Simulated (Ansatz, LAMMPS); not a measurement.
# Structural relaxation of a frame of liquid sulfolane from 320 K (165 atoms)

Aim: bring a frame of liquid sulfolane from 320 K (165 atoms) to a nearby minimum of the energy and see what moves.

Calculated with Ansatz 0.2.0; Kohn-Sham DFT, RPBE+D3(BJ), PAW (set soft_2), plane waves.

### Step 1. Starting point

The cell holds 165 atoms: 22 O, 11 S, 44 C and 88 H. Its edges and angles: a = 12.032 Å, b = 12.032 Å, c = 12.032 Å, α = 90.0°, β = 90.0°, γ = 90.0°. 11 sulfolane placed at random, at 1.26 g/cm³; overlaps pushed apart, then 10 ps at 470 K with MMFF94 bonds, angles, torsions, charges and radii (Halgren, J. Comput. Chem. 17, 490 (1996)) in harmonic and 12-6 forms. Snapshot after 20 ps at 320 K and fixed volume.

Limits known from the start: The network of contacts between molecules at the start is that of the classical potential that made the cell. Sampling is at Γ alone, for a cell whose shortest periodic width is 12 Å.

### Step 2. The classical run that made the cell

A classical potential makes the cell, at a small fraction of what the same run would cost in DFT.

This step: classical MD, MMFF94 bonds, angles, torsions, charges and radii (Halgren, J. Comput. Chem. 17, 490 (1996)) in harmonic and 12-6 forms (LAMMPS 22 Jul 2025 - Update 4).

Contents of in.lmp:

```
# liquid sulfolane
units real
atom_style full
boundary p p p
bond_style harmonic
angle_style harmonic
dihedral_style opls
improper_style harmonic
special_bonds lj 0 0 0.5 coul 0 0 0.75
read_data data.lmp
neigh_modify delay 0 every 1 check yes one 4000
comm_modify cutoff 12.0
timestep 0.5
thermo_style custom step time temp pe press density
thermo_modify norm yes
# push overlapping molecules apart
pair_style soft 2.6
pair_coeff * * 0.0
variable a equal ramp(1,60)
fix ad all adapt 1 pair soft a * * v_a
velocity all create 470 795650 mom yes dist gaussian
fix lim all nve/limit 0.03
fix lan all langevin 470 470 50 795651 zero yes
thermo 1000
run 3000 post no
unfix ad
pair_style lj/cut/coul/long 9.0
pair_modify mix arithmetic tail yes
pair_coeff 1 1 0.0763 3.0960   # O
pair_coeff 2 2 0.2681 3.4180   # S
pair_coeff 3 3 0.0678 3.3680   # C
pair_coeff 4 4 0.0216 2.5400   # H
kspace_style pppm 1.0e-4
thermo 100
# [... 16 lines left out ...]
compute msd all msd com yes
thermo 5000
fix md all nvt temp 320 320 100
run 20000 post no
print "== T320: mean square displacement over the hold $(c_msd[4]:%.2f) A^2"
unfix md
uncompute msd
write_dump all custom T320.dump id type xs ys zs modify sort id
```

Run with:

```sh
$ lmp -in in.lmp -log none -nocite
```

Numbers of over 12 decimals in the logs are rounded to 6 here.

The program printed:

```text
LAMMPS (22 Jul 2025 - Update 4)
Reading data file ...
  orthogonal box = (0 0 0) to (12.03236 12.03236 12.03236)
  165 atoms
  orthogonal box = (0 0 0) to (12.03236 12.03236 12.03236)
  165 bonds
  330 angles
  451 dihedrals
   Step          Time           Temp          PotEng         Press         Density
         0   0              470            0.40111372    -2023.6364      1.260001
      1000   500            484.42847      2.0049819      17850.483      1.260001
      2000   1000           392.70047      1.8804321      38139.063      1.260001
      3000   1500           439.09387      1.8767386      27349.418      1.260001
WARNING: Bond/angle/dihedral extent > half of periodic box length
Loop time of 0.281238 s on 1 MPI rank(s) for 3000 steps with 165 atoms
PPPM initialization ...
  G vector (1/distance) = 0.30666583
  grid = 8 8 8
  estimated relative force accuracy = 1.9539575e-05
[... 27 lines left out ...]
WARNING: Bond/angle/dihedral extent > half of periodic box length
Loop time of 3.69581 s on 1 MPI rank(s) for 10000 steps with 165 atoms
WARNING: Bond/angle/dihedral extent > half of periodic box length
   Step          Time           Temp          PotEng         Press         Density
[... 4 lines left out ...]
WARNING: Bond/angle/dihedral extent > half of periodic box length
Loop time of 1.80598 s on 1 MPI rank(s) for 5000 steps with 165 atoms
WARNING: Bond/angle/dihedral extent > half of periodic box length
   Step          Time           Temp          PotEng         Press         Density
[... 2 lines left out ...]
     25000   24000          280.82677     -0.11027412     1802.5044      1.260001
     30000   29000          315.53105      0.027231617    3011.1449      1.260001
     35000   34000          341.05682      0.14492213    -3140.1389      1.260001
     37000   36000          296.00736      0.12389599    -2009.246       1.260001
Loop time of 7.10502 s on 1 MPI rank(s) for 20000 steps with 165 atoms
== T320: mean square displacement over the hold 3.51 A^2
```

Run time: 14 s. Hardware: 1 thread of AMD EPYC 9R45, shared host; peak memory 0.12 GiB.

The input also reads data.lmp (atoms, bonds and types; not printed here).

### Step 3. Single point at the start

A single point comes first, to see the forces before anything moves.

Contents of input.yaml:

```yaml
crystal:
  lattice:
    - [12.03236, 0.0, 0.0]
    - [0.0, 12.03236, 0.0]
    - [0.0, 0.0, 12.03236]
  atoms:
    - { symbol: O, position: [0.93164, 0.51815, 0.70805] }
    - { symbol: S, position: [0.85005, 0.45339, 0.64878] }
    - { symbol: O, position: [0.8803, 0.35425, 0.59075] }
    - { symbol: C, position: [0.72926, 0.44027, 0.72853] }
    - { symbol: C, position: [0.63246, 0.49532, 0.66902] }
    - { symbol: C, position: [0.67166, 0.50452, 0.54621] }
    - { symbol: C, position: [0.78971, 0.5422, 0.54746] }
    - { symbol: H, position: [0.72332, 0.35113, 0.73742] }
    - { symbol: H, position: [0.75453, 0.47555, 0.81035] }
    - { symbol: H, position: [0.61961, 0.57842, 0.69854] }
    - { symbol: H, position: [0.55168, 0.45622, 0.69395] }
    - { symbol: H, position: [0.62379, 0.56082, 0.48523] }
    - { symbol: H, position: [0.6653, 0.42042, 0.51071] }
    - { symbol: H, position: [0.79796, 0.62567, 0.57994] }
    - { symbol: H, position: [0.82951, 0.53677, 0.46661] }
    - { symbol: O, position: [0.37113, 0.62321, 0.56747] }
    - { symbol: S, position: [0.33269, 0.50581, 0.56458] }
    - { symbol: O, position: [0.35488, 0.41532, 0.64534] }
    - { symbol: C, position: [0.18692, 0.505, 0.55553] }
    - { symbol: C, position: [0.15454, 0.42722, 0.46211] }
    - { symbol: C, position: [0.23658, 0.45586, 0.37346] }
    - { symbol: C, position: [0.34791, 0.45164, 0.43242] }
    - { symbol: H, position: [0.15281, 0.47106, 0.63006] }
    - { symbol: H, position: [0.15641, 0.58701, 0.54062] }
    - { symbol: H, position: [0.06857, 0.43566, 0.44111] }
    - { symbol: H, position: [0.15612, 0.34436, 0.49913] }
    - { symbol: H, position: [0.22905, 0.54335, 0.35918] }
    - { symbol: H, position: [0.22513, 0.40175, 0.29997] }
    - { symbol: H, position: [0.41724, 0.49348, 0.38001] }
    - { symbol: H, position: [0.37532, 0.36504, 0.44715] }
    - { symbol: O, position: [0.50966, 0.06865, 0.23785] }
    - { symbol: S, position: [0.45375, 0.10289, 0.13894] }
    [... 127 atom lines left out ...]
    - { symbol: H, position: [0.8929, 0.00971, 0.43737] }
    - { symbol: H, position: [0.80825, 0.13271, 0.42642] }
    - { symbol: H, position: [0.04062, 0.09684, 0.3224] }
    - { symbol: H, position: [0.02282, 0.16787, 0.44761] }
    - { symbol: H, position: [0.0186, 0.27614, 0.25184] }
    - { symbol: H, position: [0.90014, 0.29279, 0.34586] }
kpoints:
  mp_grid: { grid: [1, 1, 1] }
hamiltonian:
  xc: rpbe
  dispersion: d3bj
scf:
  occupations: { method: fermi_dirac, width: 0.05 }
output:
  forces: true
  stress: true
  populations: true
  dos:
    method: { smearing: { sigma: 0.1 } }
    de: 0.1
    projected: { site_lists: { C: [C], H: [H], O: [O], S: [S] } }
  eigenvalues: true
```

Run with:

```sh
$ ansatz run input.yaml --threads 4 --pin off --max-ram 8192MiB --backend cpu --events-out ev --progress --plain --runs-dir out
```

The program printed:

```text
Engine: ansatz 0.2.0, x86_64-unknown-linux-gnu
Pseudopotentials: kind: paw
Pseudopotential: O, paw, valence charge 6, recommended cutoff 420 eV (normal), O.paw.azcp
Pseudopotential: S, paw, valence charge 6, recommended cutoff 420 eV (normal), S.paw.azcp
Pseudopotential: C, paw, valence charge 4, recommended cutoff 420 eV (normal), C.paw.azcp
Pseudopotential: H, paw, valence charge 1, recommended cutoff 420 eV (normal), H.paw.azcp
[... 5 lines on functional and potentials left out ...]
Crystal: 165 atoms, lattice volume = 1742.017 Å³
Basis set: ecut = 420 eV, 34049 PW (Γ), exchange–correlation on 162×162×162 points (8 copies of the dense FFT grid, shifted against one another)
Bands: 396, of which v1, the nominal top of the filled ones, is band 231 counted from 1 (230 counted from 0)
Symmetry: 1 space group operations
Space group: P1 (ITA 1), of the structure as read, at distance tolerance 1.2e-4 Å
k-points: 1
[... 12 lines on functional and potentials left out ...]
Initial density: superposition of atomic densities (neutral atoms: chi_scale 0, normalization atom), corrected by the library's trained network
Initial wavefunctions: pseudopotential atomic-orbital guess
Functional: x = rpbe, c = pbe(β = 0.066725)
SCF iter   1: F=—  HF=-35014.258571 eV  |F-HF|=—  |Δ(HF+E_count)|=         —  Δρ=8.58e-3  dr2=1.45e0  ethr=1.77e-3  ⟨swp⟩=6.0  Hψ=1926  notcnv=0  defer=55
preconditioner: auto → Resta (q_TF=auto, 2.187 Å⁻¹)  ε∞=2.4  [insulator: Δε(μ)=5.611 eV  Ē_g=15.979 eV  σ=0.050 eV  W_gap=1.00  n_scr=304 (ndim 8)  ℏωp=19.1 eV  f_vac=0.230  D(μ)=0.00/eV (n_scr^D=0)  ε∞_Penn≈2.4]
SCF iter   2: F=—  HF=-35013.910225 eV  |F-HF|=—  |Δ(HF+E_count)|=   3.48e-1  Δρ=4.54e-3  dr2=2.47e-1  ethr=3.15e-4  ⟨swp⟩=4.0  Hψ=692  notcnv=0  defer=161
SCF iter   3: F=—  HF=-35013.900139 eV  |F-HF|=—  |Δ(HF+E_count)|=   1.01e-2  Δρ=1.83e-3  dr2=6.73e-2  ethr=5.35e-5  ⟨swp⟩=2.0  Hψ=470  notcnv=0  defer=161
SCF iter   4: F=—  HF=-35013.891369 eV  |F-HF|=—  |Δ(HF+E_count)|=   8.77e-3  Δρ=6.40e-4  dr2=7.47e-3  ethr=1.46e-5  ⟨swp⟩=2.0  Hψ=380  notcnv=0  defer=161
SCF iter   5: F=—  HF=-35013.887705 eV  |F-HF|=—  |Δ(HF+E_count)|=   3.66e-3  Δρ=2.14e-4  dr2=9.79e-4  ethr=1.62e-6  ⟨swp⟩=2.0  Hψ=464  notcnv=0  defer=161
SCF iter   6: F=—  HF=-35013.887032 eV  |F-HF|=—  |Δ(HF+E_count)|=   6.73e-4  Δρ=1.93e-4  dr2=5.95e-4  ethr=2.12e-7  ⟨swp⟩=2.0  Hψ=687  notcnv=0  defer=161
SCF iter   7: F=—  HF=-35013.886837 eV  |F-HF|=—  |Δ(HF+E_count)|=   1.95e-4  Δρ=3.55e-5  dr2=2.34e-5  ethr=1.29e-7  ⟨swp⟩=2.0  Hψ=465  notcnv=0  defer=161
SCF iter   8: F=—  HF=-35013.889774 eV  |F-HF|=—  |Δ(HF+E_count)|=   2.94e-3  Δρ=2.73e-5  dr2=1.26e-5  ethr=5.06e-9  ⟨swp⟩=2.0  Hψ=466  notcnv=0  defer=161
SCF iter   9: F=—  HF=-35013.889771 eV  |F-HF|=—  |Δ(HF+E_count)|=   3.10e-6  Δρ=6.76e-6  dr2=9.58e-7  ethr=2.73e-9  ⟨swp⟩=2.0  Hψ=465  notcnv=0  defer=161
SCF iter  10: F=—  HF=-35013.889771 eV  |F-HF|=—  |Δ(HF+E_count)|=   1.86e-7  Δρ=2.93e-6  dr2=1.43e-7  ethr=2.07e-10  ⟨swp⟩=2.0  Hψ=457  notcnv=0  defer=161
SCF iter  11: F=-35013.889771 eV  HF=-35013.889771 eV  |F-HF|=5.07e-8  |Δ(HF+E_count)|=   2.62e-8  Δρ=1.79e-6  dr2=5.29e-8  ethr=2.16e-11  ⟨swp⟩=15.0  Hψ=2433  notcnv=0
SCF 1 converged in 11 iterations: F = -35013.889771 eV  dr2 = 5.29e-8
  greatest PAW one-centre occupation: 0.885 electrons in one spin orbital (limit 2), on the O atom at site 90 (counted from 0), in its partial waves of l = 0
SCF converged after 11 iterations
Free energy (F): -35013.889771 eV
Harris-Foulkes:  -35013.889771 eV  (|F-HF|=5.07e-8)
Internal energy: -35013.889771 eV  (E = F + TS)
E sigma→0 (E₀):  -35013.889771 eV
Fermi energy:    2.259375 eV
--- Per-component energies (eV) ---
  E_band       = -3324.599364
  E_kinetic    = 10461.553509
  E_local      = -33025.584417  (includes V_loc(G=0)·N_el)
  E_nonlocal   = 2645.117624
  E_hartree    = 12261.973293
  E_xc         = -5672.656942
  E_vxc        = -6745.343518  (∫ρ·V_xc dr)
  E_paw        = -14629.407888  (= ΣΔE_a)
  E_vpaw       = -1184.219931  (= ΣTr[D̂ρ^β])
  E_aug_tail   = -0.068363  (compensation charges beyond the density's cutoff)
  E_ewald      = -7021.871489
  E_disp       = -31.431183  (pairwise vdW)
  E_core_change = -1.513913  (= ΣΔE_core)
  E_smearing   = -0.000000  (= −TS)
  E_closure    = -0.000000  (closes the sum)
  Σ components = -35013.889771   (vs F -35013.889771, Δ=0.00e0)
--- Forces (eV/Å), atoms counted from 1 ---
  atom   1  O      1.34427858    -0.09929362     0.91709211
  atom   2  S     -0.05064712     2.98578339    -1.18022588
  atom   3  O      0.60753980    -2.51729725    -0.53745134
  atom   4  C      0.15778469    -0.33410150     1.74124257
  atom   5  C     -0.51159467     0.26999655    -0.03018509
  atom   6  C     -2.14825915    -0.10555121    -1.28160038
  atom   7  C      0.05295421     0.23407893    -0.07916013
  atom   8  H     -0.57203616    -0.60775880     0.17578457
  atom   9  H     -0.54043202    -0.08875956    -0.52686460
  atom  10  H      0.36215752     0.85428267     0.45018298
  atom  11  H      0.69055923    -0.23059407    -1.02478865
  atom  12  H      0.24195087    -0.89813758     1.41896228
  atom  13  H      0.18070754     0.05831044    -0.27039234
  atom  14  H     -0.03225018     0.45812359     0.14515530
[...]
atom 164  H     -0.45950711     0.19535064    -0.09674210
  atom 165  H     -0.14801327     0.90325703     0.06424141
  max |Σ_I F_I| component: 2.51e-4 eV/Å
--- Stress (GPa, compression-positive) ---
        3.446746      -0.272427       0.474271
       -0.272427       2.515920       0.676295
        0.474272       0.676295       2.761171
  P = ⅓ Tr σ = 2.9079 GPa (29.079 kbar)
--- Band table (eV) ---
  k-point 0: bands = ["-22.4301", "-22.2240", "-22.2155", "-22.1793", [... 380 levels ...], "11.6192", "11.6644", "11.6982", "11.7430", "11.7638", "11.7927", "11.8666", "11.8906", "11.9528", "11.9824", "12.0329", "12.0668"]
--- Löwdin populations: 165 sites ---
  site symbol       q [e]
     0      O      6.7577
     1      S      3.8519
     2      O      6.7730
[...]
164      H      0.7874
  spilling = 0.018676 (of n_electrons = 462.000000)
```

It took 9.1 s on 4 threads of AMD EPYC 9R45, shared host; peak memory 2.3 GiB.

Read from the output:

* free energy: -35013.8898 eV
* free energy per atom: -212.2054 eV/atom
* SCF cycles: 11
* pressure: 2.908 GPa
* r.m.s. force component: 0.929 eV/Å
* longest force: 4.456 eV/Å
* Fermi energy: 2.259 eV
* gap (highest filled to lowest empty level): 5.197 eV
* spilling of the projection: 0.01868

The r.m.s. force component of 0.93 eV/Å and the pressure of 2.9 GPa set the starting point.

Length of the force by element:

| element | coordination | atoms | mean length of the force (eV/Å) | spread | least | most |
| --- | --- | --- | --- | --- | --- | --- |
| C | all | 44 | 2.06 | 0.864 | 0.174 | 4.46 |
| H | all | 88 | 0.948 | 0.401 | 0.302 | 2.07 |
| O | all | 22 | 1.42 | 0.737 | 0.596 | 3.27 |
| S | all | 11 | 2.21 | 0.688 | 0.859 | 3.21 |

(Continued in part 2 of 3.)

[Logs are printed without paths, hosts, clocks, repeated set-up lines and the standing remarks that a program may print on its own settings, such as how far it seeks lower states.]

[Hosts, paths, dates, database ids (printed as entryN), source tags and the programs' standing remarks are cut or masked in the printed files.]

[The MMFF94 radii named for the starting cell were scaled by 0.96; in molecules described by MMFF94, hydrogen bound to N, O or S took a small fixed 12-6 site in their place.]
